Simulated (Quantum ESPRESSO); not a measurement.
# Ni3Pt: parallel and opposed starts, part 2 of 3

A self-consistent run ends on one state, which hangs on the start. Several orders of Ni3Pt are started in Quantum ESPRESSO and their energies compared.

Quantum ESPRESSO 7.5; LDA; plane waves with GBRV 1.5 LDA potentials, no spin-orbit coupling.

So far: The starting structure; Start 1: ferro +++.

## Step 3: Run 2, typed as antiferro q=(0,0,1/2) +−+−+−

The cell is doubled to 8 atoms to hold this order. The wavevector q is in fractions of the reciprocal vectors of the crystal's primitive cell, as the cells of these inputs are built from it; moments change sign between cells as cos(2π q·R).

Contents of pw.py:

```python
from ase import Atoms
from ase.calculators.espresso import Espresso, EspressoProfile

atoms = Atoms(['Ni', 'Ni', 'Ni', 'Ni', 'Ni', 'Ni', 'Pt', 'Pt'],
    cell=[[3.62456679, 0.0, 0.0],
         [0.0, 3.62456679, 0.0],
         [0.0, 0.0, 7.24913358]],
    scaled_positions=[[0.5, 0.0, 0.25],
         [0.5, 0.0, 0.75],
         [0.0, 0.5, 0.25],
         [0.0, 0.5, 0.75],
         [0.5, 0.5, 0.0],
         [0.5, 0.5, 0.5],
         [0.0, 0.0, 0.0],
         [0.0, 0.0, 0.5]],
    pbc=True,
    magmoms=[1.0, -1.0, 1.0, -1.0, 1.0, -1.0, 0.0, 0.0])
input_data = {
    'control': {'calculation': 'scf', 'prefix': 'pwscf', 'outdir': './tmp', 'disk_io': 'nowf', 'tprnfor': True, 'tstress': True},
    'system': {'ecutwfc': 40.0, 'ecutrho': 280.0, 'nbnd': 85, 'occupations': 'smearing', 'smearing': 'fd', 'degauss': 0.00734986, 'nspin': 2},
    'electrons': {'conv_thr': 1.6e-08, 'electron_maxstep': 150, 'mixing_beta': 0.3},
}
atoms.calc = Espresso(
    profile=EspressoProfile(command='mpirun -n 2 pw.x -nk 2', pseudo_dir='pseudo'),
    pseudopotentials={'Ni': 'ni_lda_v1.4.uspp.F.UPF', 'Pt': 'pt_lda_v1.4.uspp.F.UPF'},
    input_data=input_data,
    kpts=(8, 8, 4),
    koffset=(0, 0, 0))
atoms.get_potential_energy()
energy = atoms.calc.results['free_energy']
print(f'free energy: {energy:.6f} eV')
print('site moments (muB):', atoms.get_magnetic_moments().round(3))
```

Contents of espresso.pwi:

```
&CONTROL
   calculation      = 'scf'
   tstress          = .true.
   tprnfor          = .true.
   outdir           = './tmp'
   prefix           = 'pwscf'
   disk_io          = 'nowf'
   pseudo_dir       = 'pseudo'
/
&SYSTEM
   nbnd             = 85
   ecutwfc          = 40.0
   ecutrho          = 280.0
   occupations      = 'smearing'
   degauss          = 0.00734986
   smearing         = 'fd'
   nspin            = 2
   starting_magnetization(1) = 1.0
   starting_magnetization(2) = -1.0
   starting_magnetization(3) = 0.0
   ntyp             = 3
   nat              = 8
   ibrav            = 0
/
&ELECTRONS
   electron_maxstep = 150
   conv_thr         = 1.6e-08
   mixing_beta      = 0.3
/
&IONS
/
&CELL
/
&FCP
/
&RISM
/
ATOMIC_SPECIES
Ni  58.6934 ni_lda_v1.4.uspp.F.UPF
Ni1 58.6934 ni_lda_v1.4.uspp.F.UPF
Pt  195.084 pt_lda_v1.4.uspp.F.UPF

K_POINTS automatic
8 8 4  0 0 0

CELL_PARAMETERS angstrom
3.62456679000000 0.00000000000000 0.00000000000000
0.00000000000000 3.62456679000000 0.00000000000000
0.00000000000000 0.00000000000000 7.24913358000000

ATOMIC_POSITIONS angstrom
Ni  1.8122833950 0.0000000000 1.8122833950  
Ni1 1.8122833950 0.0000000000 5.4368501850  
Ni  0.0000000000 1.8122833950 1.8122833950  
Ni1 0.0000000000 1.8122833950 5.4368501850  
Ni  1.8122833950 1.8122833950 0.0000000000  
Ni1 1.8122833950 1.8122833950 3.6245667900  
Pt  0.0000000000 0.0000000000 0.0000000000  
Pt  0.0000000000 0.0000000000 3.6245667900
```

Started as:

```bash
> OMP_NUM_THREADS=1 python3 pw.py > pw.log
```

What it wrote:

```text
[banner, memory and clock lines left out]
free energy: -33753.322964 eV
site moments (muB): [-0.002  0.003 -0.002  0.003  0.001 -0.     0.     0.   ]

--- espresso.pwo ---
Program PWSCF v.7.5 starts

Warning: card &CELL ignored
Warning: card &FCP ignored
Warning: card &RISM ignored

     Message from routine setup:
     using ibrav=0 with symmetry is DISCOURAGED, use correct ibrav instead

     bravais-lattice index     =            0
     lattice parameter (alat)  =       6.8494  a.u.
     unit-cell volume          =     642.6802 (a.u.)^3
     number of atoms/cell      =            8
     number of atomic types    =            3
     number of electrons       =       140.00
     number of Kohn-Sham states=           85
     kinetic-energy cutoff     =      40.0000  Ry
     charge density cutoff     =     280.0000  Ry
     scf convergence threshold =      1.6E-08
     mixing beta               =       0.3000
     number of iterations used =            8  plain     mixing
     Exchange-correlation=  SLA  PZ   NOGX NOGC
                           (   1   1   0   0   0   0   0)

     celldm(1)=   6.849439  celldm(2)=   0.000000  celldm(3)=   0.000000
     celldm(4)=   0.000000  celldm(5)=   0.000000  celldm(6)=   0.000000

     crystal axes: (cart. coord. in units of alat)
               a(1) = (   1.000000   0.000000   0.000000 )
               a(2) = (   0.000000   1.000000   0.000000 )
               a(3) = (   0.000000   0.000000   2.000000 )

     reciprocal axes: (cart. coord. in units 2 pi/alat)
               b(1) = (  1.000000  0.000000  0.000000 )
               b(2) = (  0.000000  1.000000  0.000000 )
               b(3) = (  0.000000  0.000000  0.500000 )

     PseudoPot. # 1 for Ni read from file:
     ni_lda_v1.4.uspp.F.UPF
     Pseudo is Ultrasoft + core correction, Zval = 18.0

     PseudoPot. # 2 for Ni read from file:
     ni_lda_v1.4.uspp.F.UPF
     Pseudo is Ultrasoft + core correction, Zval = 18.0

     PseudoPot. # 3 for Pt read from file:
     pt_lda_v1.4.uspp.F.UPF
     Pseudo is Ultrasoft + core correction, Zval = 16.0

     atomic species   valence    mass     pseudopotential
     Ni               18.00    58.69340     Ni( 1.00)
     Ni1              18.00    58.69340     Ni( 1.00)
     Pt               16.00   195.08400     Pt( 1.00)

     Starting magnetic structure
     atomic species   magnetization
     Ni              0.056
     Ni1            -0.056
     Pt              0.000

      8 Sym. Ops. (no inversion) found

   Cartesian axes

     site n.     atom                  positions (alat units)
         1        Ni     tau(   1) = (   0.5000000   0.0000000   0.5000000  )
         2        Ni1    tau(   2) = (   0.5000000   0.0000000   1.5000000  )
         3        Ni     tau(   3) = (   0.0000000   0.5000000   0.5000000  )
         4        Ni1    tau(   4) = (   0.0000000   0.5000000   1.5000000  )
         5        Ni     tau(   5) = (   0.5000000   0.5000000   0.0000000  )
         6        Ni1    tau(   6) = (   0.5000000   0.5000000   1.0000000  )
         7        Pt     tau(   7) = (   0.0000000   0.0000000   0.0000000  )
         8        Pt     tau(   8) = (   0.0000000   0.0000000   1.0000000  )

     number of k points=    45  Fermi-Dirac smearing, width (Ry)=  0.0073
                       cart. coord. in units 2pi/alat
        k(    1) = (   0.0000000   0.0000000   0.0000000), wk =   0.0039062
        k(    2) = (   0.0000000   0.0000000   0.1250000), wk =   0.0078125
        k(    3) = (   0.0000000   0.0000000  -0.2500000), wk =   0.0039062
        k(    4) = (   0.0000000   0.1250000   0.0000000), wk =   0.0156250
        k(    5) = (   0.0000000   0.1250000   0.1250000), wk =   0.0312500
        [... 40 further k-points ...]

     Dense  grid:    50865 G-vectors     FFT dimensions: (  40,  40,  75)

     Smooth grid:    21959 G-vectors     FFT dimensions: (  27,  27,  60)

     Check: negative core charge=   -0.000013
     Generating pointlists ...
     new r_m :   0.2917 (alat units)  1.9979 (a.u.) for type    1
     new r_m :   0.2917 (alat units)  1.9979 (a.u.) for type    2
     new r_m :   0.2917 (alat units)  1.9979 (a.u.) for type    3

     Initial potential from superposition of free atoms

     starting charge     127.0000, renormalised to     140.0000

     negative rho (up, down):  1.980E-01 1.980E-01
     Starting wfcs are  102 randomized atomic wfcs

     Self-consistent Calculation

     iteration #  1     ecut=    40.00 Ry     beta= 0.30
     Davidson diagonalization with overlap
     ethr =  1.00E-02,  avg # of iterations =  3.4

     negative rho (up, down):  1.866E-01 1.866E-01

     total energy              =   -2437.48472997 Ry
     estimated scf accuracy    <     175.43196246 Ry

     total magnetization       =     0.00 Bohr mag/cell
     absolute magnetization    =     2.08 Bohr mag/cell

     iteration #  2     ecut=    40.00 Ry     beta= 0.30
     Davidson diagonalization with overlap
     ethr =  1.00E-02,  avg # of iterations =  3.2

     negative rho (up, down):  1.760E-01 1.760E-01

     total energy              =   -2470.68335017 Ry
     estimated scf accuracy    <      83.22810553 Ry

     total magnetization       =     0.00 Bohr mag/cell
     absolute magnetization    =     0.31 Bohr mag/cell

     [... further iterations left out ...]

     iteration # 70     ecut=    40.00 Ry     beta= 0.30
     Davidson diagonalization with overlap
     ethr =  1.48E-11,  avg # of iterations =  1.4

     negative rho (up, down):  1.686E-01 1.686E-01

     total energy              =   -2480.82369721 Ry
     estimated scf accuracy    <       0.00000007 Ry

     total magnetization       =     0.00 Bohr mag/cell
     absolute magnetization    =     0.01 Bohr mag/cell

     iteration # 71     ecut=    40.00 Ry     beta= 0.30
     Davidson diagonalization with overlap
     ethr =  1.48E-11,  avg # of iterations =  1.2

     negative rho (up, down):  1.686E-01 1.686E-01

     Magnetic moment per site  (integrated on atomic sphere of radius R)
     atom   1 (R=0.292)  charge= 16.8721  magn= -0.0017
     atom   2 (R=0.292)  charge= 16.8721  magn=  0.0026
     atom   3 (R=0.292)  charge= 16.8721  magn= -0.0017
     atom   4 (R=0.292)  charge= 16.8721  magn=  0.0026
     atom   5 (R=0.292)  charge= 16.8719  magn=  0.0011
     atom   6 (R=0.292)  charge= 16.8727  magn= -0.0002
     atom   7 (R=0.292)  charge= 13.3873  magn=  0.0003
     atom   8 (R=0.292)  charge= 13.3887  magn=  0.0001

     End of self-consistent calculation

     [... lines left out ...]
     the Fermi energy is    18.9065 ev

!    total energy              =   -2480.82369722 Ry
     estimated scf accuracy    <       0.00000002 Ry
     smearing contrib. (-TS)   =      -0.04390242 Ry
     internal energy E=F+TS    =   -2480.77979480 Ry

     The total energy is F=E-TS. E is the sum of the following terms:
     one-electron contribution =   -1228.55948907 Ry
     hartree contribution      =     713.61776338 Ry
     xc contribution           =    -323.88732388 Ry
     ewald contribution        =   -1641.95074522 Ry

     total magnetization       =     0.00 Bohr mag/cell
     absolute magnetization    =     0.01 Bohr mag/cell

     convergence has been achieved in  71 iterations

     negative rho (up, down):  1.686E-01 1.686E-01

     Forces acting on atoms (cartesian axes, Ry/au):

     atom    1 type  1   force =     0.00000000    0.00000000    0.00001802
     atom    2 type  2   force =     0.00000000    0.00000000   -0.00002254
     atom    3 type  1   force =     0.00000000    0.00000000    0.00001802
     atom    4 type  2   force =     0.00000000    0.00000000   -0.00002254
     atom    5 type  1   force =     0.00000000    0.00000000    0.00000558
     atom    6 type  2   force =     0.00000000    0.00000000   -0.00000203
     atom    7 type  3   force =     0.00000000    0.00000000    0.00000129
     atom    8 type  3   force =     0.00000000    0.00000000    0.00000420

     Total force =     0.000041     Total SCF correction =     0.000148
     SCF correction compared to forces is large: reduce conv_thr to get better values

     Computing stress (Cartesian axis) and pressure

     negative rho (up, down):  1.686E-01 1.686E-01
          total   stress  (Ry/bohr**3)                   (kbar)     P=     -178.74
  -0.00121505   0.00000000   0.00000000         -178.74        0.00        0.00
   0.00000000  -0.00121505   0.00000000            0.00     -178.74        0.00
   0.00000000   0.00000000  -0.00121497            0.00        0.00     -178.73
```

Wall time 24 min (2 MPI ranks of Arm Neoverse V1, shared host); peak memory 0.74 GiB; 48 min of CPU time.

Spin moment in the atom's sphere by atom:

```
atom  spin moment in the atom's sphere (μB)
 Ni1                                -0.0017
 Ni2                                 0.0026
 Ni3                                -0.0017
 Ni4                                 0.0026
 Ni5                                 0.0011
 Ni6                                -0.0002
 Pt7                                 0.0003
 Pt8                                 0.0001
```

Read from the output:

- smearing term TS: 0.5973 eV
- pressure: -17.87 GPa
- magnetization: 0 μB
- absolute magnetization: 0.011 μB
- final state: non-magnetic

## Step 4: Run 3 (antiferro q=(1/2,1/2,1/2) +−+−+−)

This order needs a doubled cell of 8 atoms.

pw.py: that of step 3 with these lines changed.

```diff
@@ -4,13 +4,13 @@
 atoms = Atoms(['Ni', 'Ni', 'Ni', 'Ni', 'Ni', 'Ni', 'Pt', 'Pt'],
-    cell=[[3.62456679, 0.0, 0.0],
-         [0.0, 3.62456679, 0.0],
-         [0.0, 0.0, 7.24913358]],
-    scaled_positions=[[0.5, 0.0, 0.25],
-         [0.5, 0.0, 0.75],
-         [0.0, 0.5, 0.25],
-         [0.0, 0.5, 0.75],
+    cell=[[7.24913358, 0.0, 0.0],
+         [3.62456679, 3.62456679, 0.0],
+         [3.62456679, 0.0, 3.62456679]],
+    scaled_positions=[[0.0, 0.0, 0.5],
+         [0.5, 0.0, 0.5],
+         [0.5, 0.5, 0.5],
+         [0.0, 0.5, 0.5],
+         [0.0, 0.5, 0.0],
          [0.5, 0.5, 0.0],
-         [0.5, 0.5, 0.5],
          [0.0, 0.0, 0.0],
-         [0.0, 0.0, 0.5]],
+         [0.5, 0.0, 0.0]],
     pbc=True,
@@ -26,3 +26,3 @@
     input_data=input_data,
-    kpts=(8, 8, 4),
+    kpts=(4, 8, 8),
     koffset=(0, 0, 0))
```

Started as:

```bash
> OMP_NUM_THREADS=1 python3 pw.py > pw.log
```

What it wrote:

```text
     [... lines left out ...]
free energy: -33753.322882 eV
site moments (muB): [-0. -0. -0. -0. -0. -0. -0. -0.]
--- espresso.pwo ---
Program PWSCF v.7.5 starts
     [... lines left out ...]
     number of atoms/cell      =            8
     [... lines left out ...]
     number of electrons       =       140.00
     number of Kohn-Sham states=           85
     kinetic-energy cutoff     =      40.0000  Ry
     charge density cutoff     =     280.0000  Ry
     scf convergence threshold =      1.6E-08
     [... lines left out ...]
     12 Sym. Ops., with inversion, found
     [... lines left out ...]
     number of k points=    35  Fermi-Dirac smearing, width (Ry)=  0.0073
     [... lines left out ...]
     iteration # 23     ecut=    40.00 Ry     beta= 0.30
     [... lines left out ...]
     Magnetic moment per site  (integrated on atomic sphere of radius R)
     atom   1 (R=0.146)  charge= 16.8723  magn= -0.0000
     atom   2 (R=0.146)  charge= 16.8724  magn= -0.0000
     atom   3 (R=0.146)  charge= 16.8724  magn= -0.0000
     atom   4 (R=0.146)  charge= 16.8723  magn= -0.0000
     atom   5 (R=0.146)  charge= 16.8723  magn= -0.0000
     atom   6 (R=0.146)  charge= 16.8724  magn= -0.0000
     atom   7 (R=0.146)  charge= 13.3881  magn= -0.0000
     atom   8 (R=0.146)  charge= 13.3884  magn= -0.0000
     [... lines left out ...]
     the Fermi energy is    18.9065 ev
!    total energy              =   -2480.82369117 Ry
     estimated scf accuracy    <          3.1E-09 Ry
     smearing contrib. (-TS)   =      -0.04390241 Ry
     [... lines left out ...]
     total magnetization       =    -0.00 Bohr mag/cell
     absolute magnetization    =     0.00 Bohr mag/cell
     convergence has been achieved in  23 iterations
     [... lines left out ...]
     Total force =     0.000000     Total SCF correction =     0.000000
     [... lines left out ...]
          total   stress  (Ry/bohr**3)                   (kbar)     P=     -178.71
     [... lines left out ...]
```

The job ended after 9.1 min (2 MPI ranks; peak memory 0.67 GiB).

The spin moment in the atom's sphere vanishes on all atoms.

Numbers from this step:

- smearing term TS: 0.5973 eV
- pressure: -17.87 GPa
- magnetization: 0 μB
- absolute magnetization: 0 μB
- final state: non-magnetic

(Continued in part 3 of 3.)

[Logs and program files are shortened in this print: banners, set-up blocks, solver, clock and traceback lines can be left out without a mark of their own.]

[Logs are printed without paths, hosts, clocks, repeated set-up lines and the standing remarks that a program may print on its own settings, such as how far it seeks lower states.]

[Hosts, paths, dates, database ids (printed as entryN), source tags and the programs' standing remarks are cut or masked in the printed files.]

[Where a cell is said to come from a database of computed structures, the database is the Materials Project.]
